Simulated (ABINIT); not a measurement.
# Quasiparticle gap of BaH2 (P6_3/mmc) in ABINIT, part 3 of 3

Aim: the G0W0 gap of BaH2 (P6_3/mmc) on PBEsol with spin-orbit coupling, step by step.

ABINIT 10.8.3; PBEsol and many-body steps on it, plane waves. Known limits of the many-body steps: not at the basis limit; screening head approximate; coarse k mesh.

So far. Step 3 (Bands along the symmetry lines): The gap is 1.450 eV, as in the run before at this level. Step 4 (Empty states on the mesh, 3×3×2 mesh, 232 bands): On this mesh the gap is 1.450 eV.

**5. Screening, 3×3×2 mesh, 212 bands, screening to 119.7 eV**

The RPA dielectric matrix is built and inverted for each q.

This step: RPA screening on PBEsol with spin-orbit coupling, plane waves, norm-conserving pseudopotentials.

Input file run.abi:

```
acell 3*1.0 Angstrom
rprim 
  4.462025052349 0.000000000014 0.000000000000
  -2.231012526186 3.864227047650 0.000000000000
  0.000000000000 0.000000000000 6.055292590000
ntypat 2
znucl 56 1
natom 6
typat 1 1 2 2 2 2
xred 
  0.666666666667 0.333333333333 0.750000000000
  0.333333333333 0.666666666667 0.250000000000
  0.333333333333 0.666666666667 0.750000000000
  0.666666666667 0.333333333333 0.250000000000
  -0.000000000000 -0.000000000000 0.500000000000
  -0.000000000000 -0.000000000000 0.000000000000
pp_dirpath "pseudos"
pseudos "Ba.upf, H.upf"
ecut 32
nspinor 2
ngkpt 3 3 2
nshiftk 1
shiftk 0 0 0
kptopt 1
chksymbreak 0
istwfk *1
occopt 1
irdwfk 1
optdriver 3
nband 212
ecuteps 4.4
inclvkb 0
awtr 1
symchi 1
indata_prefix "in"
outdata_prefix "out"
tmpdata_prefix "tmp"
```

Launch:

```console
OMP_NUM_THREADS=1 mpirun -n 8 abinit run.abi > log
```

Numbers of over 12 decimals in the logs are rounded to 6 here.

The log of the run:

```text
.Version 10.8.3 of ABINIT. v10.8.2 released Aug 2026.

 Symmetries : space group P6_3/m m c (#194); Bravais hP (primitive hexag.)
[... echo of the input left out ...]
== DATASET  1 ==================================================================
-   mpi_nproc: 8, omp_nthreads: 1 (-1 if OMP is not activated)

--- !DatasetInfo
iteration_state: {dtset: 1, }
dimensions: {natom: 6, nkpt: 6, mband: 212, nsppol: 1, nspinor: 2, nspden: 1, mpw: 6126, }
cutoff_energies: {ecut:  32.0, pawecutdg:  -1.0, }
electrons: {nelect:   2.40000000E+01, charge:   0.00000000E+00, occopt:   1.00000000E+00, tsmear:   1.00000000E-02, }

 SCREENING: Calculation of the susceptibility and dielectric matrices

 Based on a program developped by R.W. Godby, V. Olevano, G. Onida, and L. Reining.
 Incorporated in ABINIT by V. Olevano, G.-M. Rignanese, and M. Torrent.
.Using double precision arithmetic ; gwpc =  8

[... cell and pseudopotentials left out ...]
--------------------------------------------------------------------------------

 ==== K-mesh for the wavefunctions ====
 Number of points in the irreducible wedge :     6
[... list of points left out ...]
 Together with 24 symmetry operations and time-reversal symmetry
 yields    18 points in the full Brillouin Zone.

 ==== Q-mesh for the screening function ====
 Number of points in the irreducible wedge :     6
[... list of points left out ...]
 Together with 24 symmetry operations and time-reversal symmetry
 yields    18 points in the full Brillouin Zone.

 setmesh: FFT mesh size selected  =    25x   25x   40
          total number of points  =        25000

 vcoul_init : cutoff-mode = AUXILIARY_FUNCTION
 q-points for optical limit:   1
     1)      0.000010    0.000020    0.000030

- screening: taking advantage of time-reversal symmetry
- Maximum band index for partially occupied states nbvw = 24
- Remaining bands to be divided among processors   nbcw = 188
- Number of bands treated by each node ~23

 Number of electrons calculated from density =   24.0000; Expected =   24.0000
 average of density, n =  0.034063
 r_s =    1.9137
 omega_plasma =   17.8032 [eV]

 calculating chi0 at frequencies [eV] :
  1    0.000000E+00    0.000000E+00
  2    0.000000E+00    1.780320E+01

--------------------------------------------------------------------------------
  q-point number  1        q = ( 0.000000, 0.000000, 0.000000) [r.l.u.]
--------------------------------------------------------------------------------
[... chi0 elements left out ...]
 For q-point:  0.000010 0.000020 0.000030
  dielectric constant =   5.7853
  dielectric constant without local fields =   6.4182

  Average fulfillment of the sum rule on Im[epsilon] for q-point    1 :     85.42  [%]
[... wings left out ...]
  q-point number  2        q = ( 0.333333, 0.000000, 0.000000) [r.l.u.]
--------------------------------------------------------------------------------
[... chi0 elements left out ...]
  Average fulfillment of the sum rule on Im[epsilon] for q-point    2 :     92.09  [%]

 [... 4 further q-points ...]
```

Elapsed: 88 s, on 8 MPI ranks of Intel Xeon Platinum 8259CL at 2.50GHz (Skylake/Cascade Lake), shared host; peak memory 2.8 GiB; 12 min of CPU time.

This step gave:

| Quantity | Value |
| --- | --- |
| ε∞ with local fields, on this mesh, along the program's q direction | 5.785 |
| the same without local fields | 6.418 |
| plasma frequency | 17.80 eV |
| plane waves in the screening matrix | 299 |

Local fields lower ε∞ by 10 %. On a Γ-centred mesh this coarse the value itself is usually too large, while a short band sum pulls it down.

**6. Self-energy, 3×3×2 mesh, 212 bands, screening to 119.7 eV**

The self-energy is evaluated for the states that the input lists, and the levels follow from it, in one-shot runs by the linearised quasiparticle equation.

This step: G0W0 on PBEsol with spin-orbit coupling, plane waves, norm-conserving pseudopotentials.

Changes to run.abi since step 5:

```diff
@@ -28,8 +28,17 @@
 irdwfk 1
-optdriver 3
+optdriver 4
 nband 212
+gwcalctyp 0
+ecutsigx 32
+symsigma 0
+nkptgw 2
+kptgw 
+  0.0000000000 0.0000000000 0.0000000000
+  0.3333333333 0.3333333333 0.5000000000
+bdgw 
+  21 28
+  21 28
 ecuteps 4.4
-inclvkb 0
-awtr 1
-symchi 1
+irdscr 1
+ppmodel 1
 indata_prefix "in"
```

The log of the run:

```text
.Version 10.8.3 of ABINIT. v10.8.2 released Aug 2026.

 Symmetries : space group P6_3/m m c (#194); Bravais hP (primitive hexag.)
[... echo of the input left out ...]
== DATASET  1 ==================================================================
-   mpi_nproc: 8, omp_nthreads: 1 (-1 if OMP is not activated)

--- !DatasetInfo
iteration_state: {dtset: 1, }
dimensions: {natom: 6, nkpt: 6, mband: 212, nsppol: 1, nspinor: 2, nspden: 1, mpw: 6126, }
cutoff_energies: {ecut:  32.0, pawecutdg:  -1.0, }
electrons: {nelect:   2.40000000E+01, charge:   0.00000000E+00, occopt:   1.00000000E+00, tsmear:   1.00000000E-02, }

 SIGMA: Calculation of the GW corrections

 Based on a program developped by R.W. Godby, V. Olevano, G. Onida, and L. Reining.
 Incorporated in ABINIT by V. Olevano, G.-M. Rignanese, and M. Torrent.
.Using double precision arithmetic ; gwpc =  8

[... cell and pseudopotentials left out ...]
--------------------------------------------------------------------------------

 ==== K-mesh for the wavefunctions ====
 Number of points in the irreducible wedge :     6
[... list of points left out ...]
 Together with 24 symmetry operations and time-reversal symmetry
 yields    18 points in the full Brillouin Zone.

 ==== Q-mesh for screening function ====
 Number of points in the irreducible wedge :     6
[... list of points left out ...]
 Together with 24 symmetry operations and time-reversal symmetry
 yields    18 points in the full Brillouin Zone.

 vcoul_init : cutoff-mode = AUXILIARY_FUNCTION
 q-points for optical limit:   1
     1)      0.000010    0.000020    0.000030
 setmesh: FFT mesh size selected  =    40x   40x   60
          total number of points  =        96000

 Number of electrons calculated from density =   24.0000; Expected =   24.0000
 average of density, n =  0.034063
 r_s =    1.9137
 omega_plasma =   17.8032 [eV]

 === KS Band Gaps ===
  >>>> For spin  1
   Minimum direct gap =   2.6748 [eV], located at k-point      :   0.0000  0.0000  0.0000
   Fundamental gap    =   1.4494 [eV], Top of valence bands at :   0.0000  0.0000  0.0000
                                       Bottom of conduction at :   0.3333  0.3333  0.5000
 SIGMA fundamental parameters:
 PLASMON POLE MODEL  1
 number of plane-waves for SigmaX                 6089
 number of plane-waves for SigmaC and W            299
 number of plane-waves for wavefunctions          6089
 number of bands                                   212
 number of independent spin polarizations            1
 number of spinorial components                      2
 number of k-points in IBZ                           6
 number of q-points in IBZ                           6
 number of symmetry operations                      24
 number of k-points in BZ                           18
 number of q-points in BZ                           18
 number of frequencies for dSigma/dE                 9
 frequency step for dSigma/dE [eV]                0.25
 number of omega for Sigma on real axis              0
 max omega for Sigma on real axis  [eV]           0.00
 zcut for avoiding poles [eV]                     0.10

 EPSILON^-1 parameters (SCR file):
 dimension of the eps^-1 matrix on file            299
 dimension of the eps^-1 matrix used               299
 number of plane-waves for wavefunctions          6089
 number of bands                                   212
 number of q-points in IBZ                           6
 number of frequencies                               2
 number of real frequencies                          1
 number of imag frequencies                          1

 matrix elements of self-energy operator (all in [eV])

 Perturbative Calculation

--- !SelfEnergy_ee
iteration_state: {dtset: 1, }
kpoint     : [   0.000,    0.000,    0.000, ]
spin       : 1
KS_gap     :    2.675
QP_gap     :    4.249
Delta_QP_KS:    1.574
data: !SigmaeeData |
     Band     E0 <VxcDFT>   SigX SigC(E0)      Z dSigC/dE  Sig(E)    E-E0       E
       21   3.642 -10.593 -13.522   1.902   0.771  -0.298 -11.384  -0.791   2.851
       22   3.642 -10.593 -13.522   1.902   0.771  -0.298 -11.384  -0.791   2.851
       23   4.149 -10.770 -13.520   1.746   0.773  -0.293 -11.546  -0.776   3.374
       24   4.149 -10.770 -13.520   1.746   0.773  -0.293 -11.546  -0.776   3.374
       25   6.824  -9.266  -4.744  -3.538   0.811  -0.233  -8.468   0.798   7.622
       26   6.824  -9.266  -4.744  -3.538   0.811  -0.233  -8.468   0.798   7.622
       27   6.898  -9.193  -4.709  -3.524   0.811  -0.232  -8.414   0.779   7.677
       28   6.898  -9.193  -4.709  -3.524   0.811  -0.232  -8.414   0.779   7.677

--- !SelfEnergy_ee
iteration_state: {dtset: 1, }
kpoint     : [   0.333,    0.333,    0.500, ]
spin       : 1
KS_gap     :    2.911
QP_gap     :    4.476
Delta_QP_KS:    1.565
data: !SigmaeeData |
     Band     E0 <VxcDFT>   SigX SigC(E0)      Z dSigC/dE  Sig(E)    E-E0       E
       21   2.524 -11.016 -14.382   2.251   0.772  -0.295 -11.876  -0.860   1.664
       22   2.524 -11.016 -14.382   2.251   0.772  -0.295 -11.876  -0.860   1.664
       23   2.688 -11.114 -14.391   2.186   0.774  -0.293 -11.957  -0.844   1.844
       24   2.688 -11.114 -14.391   2.186   0.774  -0.293 -11.957  -0.844   1.844
       25   5.599  -8.708  -4.285  -3.535   0.812  -0.232  -7.987   0.721   6.320
       26   5.599  -8.708  -4.285  -3.535   0.812  -0.232  -7.987   0.721   6.320
       27   5.620  -8.691  -4.283  -3.527   0.812  -0.232  -7.976   0.715   6.335
       28   5.620  -8.691  -4.283  -3.527   0.812  -0.232  -7.976   0.715   6.335

== END DATASET(S) ==============================================================
================================================================================

 -outvars: echo values of variables after computation  --------
           etotal      0.0000000000E+00
            nband         212
             nkpt           6
          spgroup         194
 [... the other variables as echoed above ...]

 Calculation completed.
```

Run time: 1.7 min. Hardware: 8 MPI ranks; peak memory 2.4 GiB; 13 min of CPU time.

This step gave:

```
G0W0 gap on the points computed              : 2.946 eV
starting gap on the mesh                     : 1.450 eV
k of the valence top                         : 0, 0, 0
k of the conduction bottom                   : 0.3333, 0.3333, 0.5
Z at the valence top                         : 0.773
Z at the conduction bottom                   : 0.812
least direct G0W0 gap on the computed points : 4.248 eV
```

The gap on the mesh goes from 1.45 eV to 2.95 eV, a correction of +1.50 eV.

Limits: finite bands, cutoff and mesh; screening head approximate; coarse k mesh. v1 is the top filled band, c1 the lowest empty one. The levels before and after the correction (eV, zero at the valence-band top of each column):

|  | conduction bottom | valence top |
| --- | --- | --- |
| Kohn-Sham | 1.45 | 0.00 |
| G0W0 | 2.95 | 0.00 |

|  | level | energy (eV) |
| --- | --- | --- |
| Kohn-Sham | Γ v3 | -0.507 |
| Kohn-Sham | Γ v2-v1 | 0.000 |
| Kohn-Sham | Γ c1-c2 | 2.675 |
| Kohn-Sham | Γ c3 | 2.749 |
| Kohn-Sham | (0.333 0.333 0.5) v3 | -1.625 |
| Kohn-Sham | (0.333 0.333 0.5) v2-v1 | -1.462 |
| Kohn-Sham | (0.333 0.333 0.5) c1-c2 | 1.450 |
| Kohn-Sham | (0.333 0.333 0.5) c3 | 1.470 |
| G0W0 | Γ v3 | -0.523 |
| G0W0 | Γ v2-v1 | 0.000 |
| G0W0 | Γ c1-c2 | 4.248 |
| G0W0 | Γ c3 | 4.303 |
| G0W0 | (0.333 0.333 0.5) v3 | -1.710 |
| G0W0 | (0.333 0.333 0.5) v2-v1 | -1.530 |
| G0W0 | (0.333 0.333 0.5) c1-c2 | 2.946 |
| G0W0 | (0.333 0.333 0.5) c3 | 2.961 |

**7. Where the time went**

Times are wall times on 8 MPI ranks of Intel Xeon Platinum 8259CL at 2.50GHz (Skylake/Cascade Lake), shared host, good to a factor of about two.

| step | time | share | memory (GiB) |
| --- | --- | --- | --- |
| ground state | 73 s | 12 % | 0.82 |
| bands along the symmetry lines | 2 min | 20 % | 0.94 |
| empty states on the mesh | 3.7 min | 36 % | 0.91 |
| screening | 88 s | 15 % | 2.8 |
| self-energy | 1.7 min | 17 % | 2.4 |

**8. Outcome**

```
PBEsol gap           : 1.45 eV, indirect
G0W0 gap on the mesh : 2.95 eV
GW settings          : 3×3×2 mesh, 212 bands, screening to 119.7 eV, Godby-Needs plasmon pole
known limits         : not at the basis limit; screening head approximate; coarse k mesh
```

G0W0 moves the gap on the mesh from 1.45 eV to 2.95 eV (+1.50 eV), with Z of 0.77 and 0.81 at the edges. Local fields lower the RPA ε∞ on this mesh from 6.42 to 5.79; a Γ-centred mesh this coarse tends to raise both, most where the direct gap is narrow, while a short band sum lowers them. Only 2 of the mesh's irreducible points were corrected, so a valley elsewhere could overtake. The dearest step here is «empty states on the mesh». Bands and cutoff are finite, so the gap is not at the basis limit. The miss can reach some tenths of an eV and take either sign; the mesh is an error of its own. In the G0W0 run levels were corrected at 2 k points alone, so a gap called «on the mesh» is the least over those, and an edge elsewhere would be missed. The 3×3×2 mesh is coarse for this cell, which bears on the long-range parts of exchange and screening. The long-wavelength limit of the screening leaves out the non-local commutator, which shifts ε∞.

[Paths, hosts, dates, memory and timing lines, banners, echoed tables and standing remarks are left out of the program output.]

[Logs are printed without paths, hosts, clocks, repeated set-up lines and the standing remarks that a program may print on its own settings, such as how far it seeks lower states.]

[Runs of the session that timed out or met a known fault of the program may be left out.]

[Hosts, paths, dates, database ids (printed as entryN), source tags and the programs' standing remarks are cut or masked in the printed files.]

[G0W0 gaps are taken among the corrected bands and points alone; a level outside them can change the order at an edge.]

[Where Ansatz stands beside ABINIT at settings called matched, ABINIT's density can come from a denser mesh and the files from another edition; pairs whose starting gaps differed by over 0.03 eV were left out, so agreement reads better than it is.]
